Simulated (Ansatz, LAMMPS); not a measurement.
# Elastic response of glassy 25SiO2-50B2O3-12CaO-12Na2O (mol %) (62 atoms), part 2 of 4

How stiff is glassy 25SiO2-50B2O3-12CaO-12Na2O (mol %) (62 atoms), and how do its levels respond to strain?

Ansatz 0.2.0; Kohn-Sham DFT, PBEsol, PAW (set soft_2), plane waves.

The cell: 4 Si, 16 B, 2 Ca, 4 Na and 36 O. The quench rate of 20 K/ps far exceeds what a furnace or splat quench reaches. The network of bonds at the start is that of the classical potential that made the cell. The Brillouin zone is sampled at Γ only.

So far. Step 2 (Single point at the start): The r.m.s. force at the start is 1.2 eV/Å. Step 3 (Cell and atoms relaxed): The relaxation converged after 53 steps, with a largest force component of 0.011 eV/Å.

## 4. Single point at the relaxed geometry

The electronic structure is read at the final geometry, in a run of its own.

input.yaml reads:

```yaml
crystal:
  lattice:
    - [9.01092, -0.18496, 0.45756]
    - [-0.18496, 8.92271, -0.07142]
    - [0.45756, -0.07142, 8.77037]
  atoms:
    - { symbol: Si, position: [0.24136, 0.90134, 0.28191] }
    - { symbol: Si, position: [0.84608, 0.47575, 0.42748] }
    - { symbol: Si, position: [0.91769, 0.04444, 0.61567] }
    - { symbol: Si, position: [0.05875, 0.48628, 0.96494] }
    - { symbol: B, position: [0.47638, 0.62228, 0.59965] }
    - { symbol: B, position: [0.0782, 0.18991, 0.84614] }
    [... 50 atom lines left out ...]
    - { symbol: O, position: [0.31856, 0.43807, 0.29876] }
    - { symbol: O, position: [0.89652, 0.65052, 0.42764] }
    - { symbol: O, position: [0.07465, 0.14538, 0.242] }
    - { symbol: O, position: [0.11354, 0.10569, 0.96453] }
    - { symbol: O, position: [0.84093, 0.88012, 0.30121] }
    - { symbol: O, position: [0.8943, 0.46651, 0.06109] }
kpoints:
  mp_grid: { grid: [1, 1, 1] }
hamiltonian:
  xc: pbesol
scf:
  occupations: { method: fixed }
output:
  forces: true
  stress: true
  populations: true
  dos:
    method: { smearing: { sigma: 0.15 } }
    de: 0.1
    projected: { site_lists: { B: [B], Ca: [Ca], Na: [Na], O: [O], Si: [Si] } }
  eigenvalues: true
  write_density: true
  write_potential: true
  volumetric_format: npy
  elf: true
```

The run is started by

```bash
> ansatz run input.yaml --threads 4 --pin off --max-ram 8192MiB --backend cpu --events-out ev --progress --plain --runs-dir out
```

Numbers of over 12 decimals in the logs are rounded to 6 here.

Output:

```text
[...]
Crystal: 62 atoms, lattice volume = 702.952 Å³
Basis set: ecut = 420 eV, 13695 PW (Γ), exchange–correlation on 128×120×120 points (8 copies of the dense FFT grid, shifted against one another)
Bands: 230, of which v1, the nominal top of the filled ones, is band 168 counted from 1 (167 counted from 0)
Symmetry: 1 space group operations
[...]
k-points: 1
[...]
SCF iter   1: F=—  HF=-34671.098581 eV  |F-HF|=—  |Δ(HF+E_count)|=         —  Δρ=1.12e-2  dr2=6.87e-1  ethr=1.77e-3  ⟨swp⟩=5.0  Hψ=838  notcnv=0  defer=59
[...]
SCF iter   9: F=-34670.903171 eV  HF=-34670.903171 eV  |F-HF|=9.01e-8  |Δ(HF+E_count)|=   5.42e-7  Δρ=2.71e-6  dr2=6.44e-8  ethr=2.98e-11  ⟨swp⟩=24.0  Hψ=2365  notcnv=0
SCF 1 converged in 9 iterations: F = -34670.903171 eV  dr2 = 6.44e-8
[...]
SCF converged after 9 iterations
Free energy (F): -34670.903171 eV
[...]
Internal energy: -34670.903171 eV  (E = F + TS)
E sigma→0 (E₀):  -34670.903171 eV
Fermi energy:    3.847969 eV
[...]
--- Forces (eV/Å), atoms counted from 1 ---
  atom   1  Si     0.00606088    -0.00886776     0.00422167
  atom   2  Si     0.00249526    -0.00101789     0.00315394
  atom   3  Si     0.00824256    -0.00338922     0.00307531
  atom   4  Si    -0.00166505     0.00489537     0.00870353
  atom   5  B      0.00350527     0.00067486     0.00115475
  atom   6  B      0.00771272     0.00015431     0.00437447
  atom   7  B      0.00049838    -0.00805442    -0.00977482
  atom   8  B     -0.00004980    -0.00744915     0.00103685
  atom   9  B     -0.00131269     0.00226879     0.00176190
  atom  10  B      0.00628407     0.00290736    -0.00779843
  atom  11  B     -0.00004645    -0.00417692    -0.00314225
  atom  12  B     -0.00124058     0.00185205     0.00679606
  atom  13  B     -0.00273105     0.00003635    -0.00261583
  atom  14  B     -0.00149397    -0.00109945     0.00352138
[...]
atom  61  O      0.00332923     0.00262306    -0.00194384
  atom  62  O      0.00073795    -0.00042863    -0.00301725
  max |Σ_I F_I| component: 2.20e-4 eV/Å
--- Stress (GPa, compression-positive) ---
        0.004185      -0.001992       0.001839
       -0.001991      -0.012722      -0.001334
        0.001841      -0.001336      -0.008172
  P = ⅓ Tr σ = -0.0056 GPa (-0.056 kbar)
--- Band table (eV) ---
[...]
--- Löwdin populations: 62 sites ---
  site symbol       q [e]
     0     Si      2.2544
     1     Si      2.3136
     2     Si      2.2871
[...]
61      O      6.6567
  spilling = 0.009600 (of n_electrons = 336.000000)
```

It took 7.4 s on 4 threads of Arm Neoverse V1, shared host; peak memory 0.84 GiB.

Numbers from this run:

```yaml
free_energy: -34670.9032 eV
free_energy_per_atom: -559.2081 eV/atom
scf_cycles: 9
pressure: -0.00557 GPa
r_m_s_force_component: 0.00362 eV/Å
longest_force: 0.01268 eV/Å
fermi_energy: 3.848 eV
spacing_of_highest_filled_and_lowest_empty_level: 3.996 eV
spilling_of_the_projection: 0.0096
```

Löwdin charges by element and coordination (they lack the spilled electrons, 0.052 e an atom on average):

```tsv
element	coordination	atoms	mean charge (e)	spread	least	most
B	all	16	0.586	0.0445	0.485	0.649
B	3	11	0.610	0.0248	0.562	0.649
B	4	5	0.534	0.0314	0.485	0.566
Ca	all	2	1.81	0.0103	1.80	1.82
Ca	6	1	1.82	0	1.82	1.82
Ca	7	1	1.80	0	1.80	1.80
Na	all	4	0.822	0.007	0.815	0.829
Na	3	1	0.828	0	0.828	0.828
Na	5	2	0.822	0.0073	0.815	0.829
Na	7	1	0.815	0	0.815	0.815
O	all	36	-0.552	0.144	-1.000	-0.357
O	2	14	-0.476	0.0991	-0.623	-0.357
O	3	14	-0.581	0.121	-0.829	-0.380
O	4	8	-0.634	0.181	-1.000	-0.446
Si	all	4	1.70	0.0313	1.66	1.75
```

Density of states as counts of states in windows of 1 eV (from the Fermi level), total and the larger projections:

```tsv
from (eV)	to (eV)	total	O p	B p
-10	-9	10.2	7.1	1.0
-9	-8	15.1	10.4	2.3
-8	-7	18.3	12.7	3.8
-7	-6	14.2	10.0	2.9
-6	-5	15.6	11.2	3.2
-5	-4	22.4	17.6	2.2
-4	-3	32.1	27.9	1.6
-3	-2	40.7	38.1	0.7
-2	-1	31.3	30.0	0.3
-1	0	9.6	9.1	0.1
0	1	0.7	0.6	0.0
1	3	0.0	0.0	0.0
3	4	1.4	0.0	0.1
4	5	3.8	0.5	2.4
```

With fixed occupations the program's Fermi level is the highest filled level; weight inside the gap is the broadening of levels at its edges.

Between -26 and -10 eV lie 114 more states.

The levels nearest the highest filled one (over half full), pooled over k-points and spins:

```tsv
level less the highest filled one (eV)	occupation
-0.996	2
-0.949	2
-0.694	2
-0.633	2
-0.259	2
0	2
4.00	0
4.25	0
5.02	0
5.28	0
5.45	0
5.65	0
```

Valence density in the bc plane at fractional x = 0.897, with atoms of Si and Ca and Na and O within 0.2 Å of it. It is the smooth field of the valence electrons, not physical close to the nuclei.

Ten steps, logarithmic in the rise over the least value, from '_' (0 e/Å³) to '@' (12 e/Å³), each cell a mean:
```
__________________..--====::..____........________
____________________..........________........____
________________________....__________..::::..____
____________________________............::::....__
____________________________..--====--::::....____
........__________________..--++####++--....____..
::::::....________________..==##%%%%##--..____....
::::::::..________..........--**%%%%**--......::::
....::::..________..::--::..::++****==::::--------
::..::--::..____..::----::....::----::::--++++==--
::--==++++--..__..::----::::..::::::..::==****++--
::--**####++--......::::::::--======::::==++++==--
..--**%%%%**--....::::::::--==**####==--------::..
..::++####++--::::------::--++##%%##++==----::....
....--====--::::--====--::--==**##**++----====::..
..__..::::::::::--====--::::--======----==++++==::
..____........::------::........::....::==****++--
..____..................______________..--++**==::
____......____________________________..::----::..
____....____________..::::..______..............__
__________________..==++++==::__..==##**--..______
________________..--**%%##**--..::##@@@@**..______
________________..--**%%%%**--..::##@@@@++..______
________________..::++####++::....==****--________
```
Columns run along b (8.9 Å), rows up along c (8.8 Å). Atoms in or near the plane, at fractional coordinates: Si at (0.04, 0.62), Ca at (0.67, 0.71), Na at (0.74, 0.07), O at (0.15, 0.47), O at (0.65, 0.43), O at (0.47, 0.06).

ELF in the bc plane at fractional x = 0.897, with atoms of Si and Ca and Na and O within 0.2 Å of it. It is the smooth field of the valence electrons, not physical close to the nuclei.

Ten even steps from '0' (0.00) to '9' (0.86), each cell a mean:
```
0000000002677520001001210
0000000000122100000135520
0000000000000000000367630
0000000000000000100267630
0000000000000004763146410
1111000000000049998212100
3322100000110069999500001
2222100014663159999402222
1111100037886127996147763
1125541026887201331289996
2389984014675212320289997
2798896101343258983169885
1795596112311488787346631
1698884147731597479523210
0268862368962499798436641
1013433578862378875379985
1000112567641135531279997
1000001233210001100279997
0011100000000000000048984
0012100001466530001103541
0011100016999971046630010
0000000038988981265561000
0000000038955981265561000
0000000026888861046630000
```
Columns run along b (8.9 Å), rows up along c (8.8 Å). Atoms in or near the plane, at fractional coordinates: Si at (0.04, 0.62), Ca at (0.67, 0.71), Na at (0.74, 0.07), O at (0.15, 0.47), O at (0.65, 0.43), O at (0.47, 0.06).

Filled and empty levels are parted by 4.00 eV (at Γ alone); a semilocal functional tends to put such gaps too low. In a disordered cell it changes from sample to sample, and tail or defect levels can set it. Mean Löwdin charges: B +0.59, Ca +1.81, Na +0.82, O -0.55, Si +1.70 e (they miss 0.96 % of the electrons, so they add up to more than the cell's charge). The largest share in the top eV of filled states is O p (97 % of the projected weight), and in the lowest eV of empty states B p (47 % of the projected weight).

## 5. Volume -3 %

The relaxed cell is scaled evenly and the atoms are relaxed again; the stress at the end gives one point of P(V).

input.yaml, the sections that differ from step 4:

```yaml
crystal:
  lattice:
    - [8.91989, -0.18309, 0.45294]
    - [-0.18309, 8.83258, -0.0707]
    - [0.45294, -0.0707, 8.68177]
  atoms:
    [... the 62 atom lines of step 4 ...]
output:
  forces: true
  eigenvalues: true
  stress: true
relax:
  f_tol: 0.05
  max_steps: 70
# kpoints, hamiltonian, scf: as in step 4
```

Output:

```text
Warning: output.stress: scf.convergence.dr2_threshold = 1e-7 eV (the SCF's general default) is looser than the 6.2e-9 eV advised for a printed stress (1e-10 eV for each atom of the cell: 62). What an SCF threshold leaves in a stress goes as its square root, and in the free energy as the threshold itself, and one threshold admits the most on a small cell: [...]
[...]
Crystal: 62 atoms, lattice volume = 681.863 Å³
Basis set: ecut = 420 eV, 13331 PW (Γ), exchange–correlation on 120×120×120 points (8 copies of the dense FFT grid, shifted against one another)
Bands: 230, of which v1, the nominal top of the filled ones, is band 168 counted from 1 (167 counted from 0)
Symmetry: 1 space group operations
[...]
k-points: 1
[...]
SCF iter   1: F=—  HF=-34670.763287 eV  |F-HF|=—  |Δ(HF+E_count)|=         —  Δρ=1.13e-2  dr2=6.77e-1  ethr=1.77e-3  ⟨swp⟩=5.0  Hψ=837  notcnv=0  defer=59
[...]
SCF iter   5: F=—  HF=-34670.568497 eV  |F-HF|=—  |Δ(HF+E_count)|=   8.58e-5  Δρ=1.34e-4  dr2=1.30e-4  ethr=3.20e-7  ⟨swp⟩=2.0  Hψ=298  notcnv=0  defer=60
SCF iter   6: F=-34670.568563 eV  HF=-34670.568555 eV  |F-HF|=8.72e-6  |Δ(HF+E_count)|=   5.80e-5  Δρ=4.81e-5  dr2=1.64e-5  ethr=1.86e-8  ⟨swp⟩=18.0  Hψ=1797  notcnv=0
SCF 1 converged in 6 iterations: F = -34670.568563 eV  dr2 = 1.64e-5
[...]
relax step   1: F+E_penalty+E_count = -34670.56856330 eV  Δ(F+E_penalty+E_count) = +0.000e0 eV  max|allowed force component| = 5.116e-1 eV/Å  Δτ_max = 0.0000 Å  (6 SCF iters, dr2 threshold 6.25e-5 eV, accepted)
[...]
relax step   2: F+E_penalty+E_count = -34670.71412704 eV  Δ(F+E_penalty+E_count) = -1.456e-1 eV  max|allowed force component| = 2.994e-1 eV/Å  Δτ_max = 0.0469 Å  (6 SCF iters, dr2 threshold 1.64e-5 eV, accepted)
[...]
relax step   3: F+E_penalty+E_count = -34670.77527886 eV  Δ(F+E_penalty+E_count) = -6.115e-2 eV  max|allowed force component| = 1.543e-1 eV/Å  Δτ_max = 0.0441 Å  (6 SCF iters, dr2 threshold 5.60e-6 eV, accepted)
relax step   4: F+E_penalty+E_count = -34670.64974550 eV  Δ(F+E_penalty+E_count) = +1.255e-1 eV  max|allowed force component| = 9.039e-1 eV/Å  Δτ_max = 0.2000 Å  (7 SCF iters, dr2 threshold 6.33e-6 eV, rejected (line search))
relax step   5: F+E_penalty+E_count = -34670.79746708 eV  Δ(F+E_penalty+E_count) = -2.219e-2 eV  max|allowed force component| = 1.358e-1 eV/Å  Δτ_max = 0.0520 Å  (9 SCF iters, accepted)
relax step   6: F+E_penalty+E_count = -34670.77918565 eV  Δ(F+E_penalty+E_count) = +1.828e-2 eV  max|allowed force component| = 3.127e-1 eV/Å  Δτ_max = 0.0851 Å  (7 SCF iters, dr2 threshold 4.90e-6 eV, rejected (line search))
relax step   7: F+E_penalty+E_count = -34670.80273897 eV  Δ(F+E_penalty+E_count) = -5.272e-3 eV  max|allowed force component| = 8.122e-2 eV/Å  Δτ_max = 0.0288 Å  (8 SCF iters, accepted)
relax step   8: F+E_penalty+E_count = -34670.80010065 eV  Δ(F+E_penalty+E_count) = +2.638e-3 eV  max|allowed force component| = 1.066e-1 eV/Å  Δτ_max = 0.0500 Å  (8 SCF iters, rejected (line search))
[...]
relax step   9: F+E_penalty+E_count = -34670.80553641 eV  Δ(F+E_penalty+E_count) = -2.797e-3 eV  max|allowed force component| = 2.091e-2 eV/Å  Δτ_max = 0.0188 Å  (8 SCF iters, accepted)
SCF converged after 8 iterations
Free energy (F): -34670.805536 eV
[...]
Internal energy: -34670.805536 eV  (E = F + TS)
E sigma→0 (E₀):  -34670.805536 eV
Fermi energy:    4.165872 eV
[...]
Σ components = -34670.805536   (vs F -34670.805536, Δ=0.00e0)
--- Forces (eV/Å), atoms counted from 1 ---
  atom   1  Si    -0.00680531     0.01943610     0.00221680
  atom   2  Si     0.00202332    -0.00921466     0.00564412
  atom   3  Si    -0.00265146     0.00318752    -0.00804496
  atom   4  Si    -0.00445260     0.00526027    -0.00100818
[...]
atom  62  O      0.00350057    -0.00375031     0.01043193
  max |Σ_I F_I| component: 1.68e-5 eV/Å
--- Stress (GPa, compression-positive) ---
        1.084164      -0.173886       0.444469
       -0.173887       2.225314      -0.247923
        0.444469      -0.247926       1.811617
  P = ⅓ Tr σ = 1.7070 GPa (17.070 kbar)
--- Band table (eV) ---
[...]
--- Relaxed structure (9 steps of the walk, 6 accepted, 0 SCFs on fresh bases) ---
  F+E_penalty+E_count = -34670.80553641 eV   max|allowed force component| = 2.091e-2 eV/Å
  atoms:
    - { symbol: Si, position: [0.241714, 0.897844, 0.276253] }
    - { symbol: Si, position: [0.848579, 0.471649, 0.426562] }
    - { symbol: Si, position: [0.918118, 0.044363, 0.614676] }
    - { symbol: Si, position: [0.063374, 0.490250, 0.961653] }
[...]
- { symbol: O, position: [0.898743, 0.466849, 0.060889] }
```

The job ended after 48 s (4 threads; peak memory 0.82 GiB).

The program notes that the SCF threshold is loose for the stress.

The relaxation converged after 9 steps, 0.237 eV below its start, with a largest force component of 0.021 eV/Å.

Volume -3 %: the energy stands 0.0976 eV above that of the reference, at a pressure of 1.71 GPa.

## 6. Volume +3 %

The relaxed cell is scaled to another volume.

input.yaml, the sections that differ from step 5:

```yaml
crystal:
  lattice:
    - [9.10014, -0.18679, 0.46209]
    - [-0.18679, 9.01106, -0.07213]
    - [0.46209, -0.07213, 8.85721]
  atoms:
    [... the 62 atom lines of step 4 ...]
# kpoints, hamiltonian, scf, output, relax: as in step 5
```

Output:

```text
[...]
Crystal: 62 atoms, lattice volume = 724.040 Å³
Basis set: ecut = 420 eV, 14131 PW (Γ), exchange–correlation on 128×128×120 points (8 copies of the dense FFT grid, shifted against one another)
Bands: 230, of which v1, the nominal top of the filled ones, is band 168 counted from 1 (167 counted from 0)
Symmetry: 1 space group operations
[...]
k-points: 1
[...]
SCF iter   1: F=—  HF=-34670.789151 eV  |F-HF|=—  |Δ(HF+E_count)|=         —  Δρ=1.12e-2  dr2=7.01e-1  ethr=1.77e-3  ⟨swp⟩=5.0  Hψ=826  notcnv=0  defer=60
[...]
SCF iter   5: F=—  HF=-34670.592056 eV  |F-HF|=—  |Δ(HF+E_count)|=   6.61e-5  Δρ=1.38e-4  dr2=1.44e-4  ethr=3.27e-7  ⟨swp⟩=2.0  Hψ=296  notcnv=0  defer=60
SCF iter   6: F=-34670.592132 eV  HF=-34670.592121 eV  |F-HF|=1.09e-5  |Δ(HF+E_count)|=   6.50e-5  Δρ=4.60e-5  dr2=1.72e-5  ethr=1.86e-8  ⟨swp⟩=16.0  Hψ=1658  notcnv=0
SCF 1 converged in 6 iterations: F = -34670.592132 eV  dr2 = 1.72e-5
[...]
relax step   1: F+E_penalty+E_count = -34670.59213216 eV  Δ(F+E_penalty+E_count) = +0.000e0 eV  max|allowed force component| = 4.669e-1 eV/Å  Δτ_max = 0.0000 Å  (6 SCF iters, dr2 threshold 6.25e-5 eV, accepted)
[...]
relax step   2: F+E_penalty+E_count = -34670.72477914 eV  Δ(F+E_penalty+E_count) = -1.326e-1 eV  max|allowed force component| = 2.782e-1 eV/Å  Δτ_max = 0.0502 Å  (6 SCF iters, dr2 threshold 1.36e-5 eV, accepted)
[...]
relax step   3: F+E_penalty+E_count = -34670.77666028 eV  Δ(F+E_penalty+E_count) = -5.188e-2 eV  max|allowed force component| = 2.063e-1 eV/Å  Δτ_max = 0.0430 Å  (6 SCF iters, dr2 threshold 4.84e-6 eV, accepted)
relax step   4: F+E_penalty+E_count = -34670.78510741 eV  Δ(F+E_penalty+E_count) = -8.447e-3 eV  max|allowed force component| = 3.760e-1 eV/Å  Δτ_max = 0.0521 Å  (6 SCF iters, dr2 threshold 1.51e-5 eV, accepted)
relax step   5: F+E_penalty+E_count = -34670.79603537 eV  Δ(F+E_penalty+E_count) = -1.093e-2 eV  max|allowed force component| = 2.028e-1 eV/Å  Δτ_max = 0.0334 Å  (5 SCF iters, dr2 threshold 7.78e-5 eV, accepted)
relax step   6: F+E_penalty+E_count = -34670.79583814 eV  Δ(F+E_penalty+E_count) = +1.972e-4 eV  max|allowed force component| = 2.253e-1 eV/Å  Δτ_max = 0.1063 Å  (6 SCF iters, dr2 threshold 1.20e-5 eV, rejected (line search))
relax step   7: F+E_penalty+E_count = -34670.79603906 eV  Δ(F+E_penalty+E_count) = -3.689e-6 eV  max|allowed force component| = 2.022e-1 eV/Å  Δτ_max = 0.0000 Å  (8 SCF iters, accepted)
relax step   8: F+E_penalty+E_count = -34670.79570604 eV  Δ(F+E_penalty+E_count) = +3.330e-4 eV  max|allowed force component| = 2.262e-1 eV/Å  Δτ_max = 0.1058 Å  (6 SCF iters, dr2 threshold 1.19e-5 eV, rejected (line search))
[...]
relax step   9: F+E_penalty+E_count = -34670.80570119 eV  Δ(F+E_penalty+E_count) = -9.662e-3 eV  max|allowed force component| = 3.863e-2 eV/Å  Δτ_max = 0.0460 Å  (8 SCF iters, accepted)
SCF converged after 8 iterations
Free energy (F): -34670.805701 eV
[...]
Internal energy: -34670.805701 eV  (E = F + TS)
E sigma→0 (E₀):  -34670.805701 eV
Fermi energy:    3.551915 eV
[...]
Σ components = -34670.805701   (vs F -34670.805701, Δ=0.00e0)
--- Forces (eV/Å), atoms counted from 1 ---
  atom   1  Si    -0.00344396    -0.02714773    -0.00217849
  atom   2  Si    -0.00447397    -0.01628248     0.02614802
  atom   3  Si    -0.01963326     0.02119770    -0.02158035
  atom   4  Si     0.00402661     0.01085262     0.02351814
[...]
atom  62  O      0.00731263     0.01643890    -0.01105059
  max |Σ_I F_I| component: 9.58e-5 eV/Å
--- Stress (GPa, compression-positive) ---
       -0.979678       0.148635      -0.491174
        0.148636      -2.031987       0.203856
       -0.491175       0.203856      -1.642057
  P = ⅓ Tr σ = -1.5512 GPa (-15.512 kbar)
--- Band table (eV) ---
[...]
--- Relaxed structure (9 steps of the walk, 7 accepted, 0 SCFs on fresh bases) ---
  F+E_penalty+E_count = -34670.80570119 eV   max|allowed force component| = 3.863e-2 eV/Å
  atoms:
    - { symbol: Si, position: [0.240897, 0.904435, 0.286142] }
    - { symbol: Si, position: [0.843821, 0.479957, 0.428724] }
    - { symbol: Si, position: [0.918754, 0.044775, 0.617037] }
    - { symbol: Si, position: [0.054880, 0.482756, 0.968036] }
[...]
- { symbol: O, position: [0.890798, 0.464505, 0.061085] }
```

Wall time 48 s (4 threads); peak memory 0.86 GiB; 3 min of CPU time.

The relaxation converged after 9 steps, 0.214 eV below its start, with a largest force component of 0.039 eV/Å.

Volume +3 %: the energy stands 0.0975 eV above that of the reference, at a pressure of -1.55 GPa.

(Continued in part 3 of 4.)

[Logs are printed without paths, hosts, clocks, repeated set-up lines and the standing remarks that a program may print on its own settings, such as how far it seeks lower states.]

[Hosts, paths, dates, database ids (printed as entryN), source tags and the programs' standing remarks are cut or masked in the printed files.]
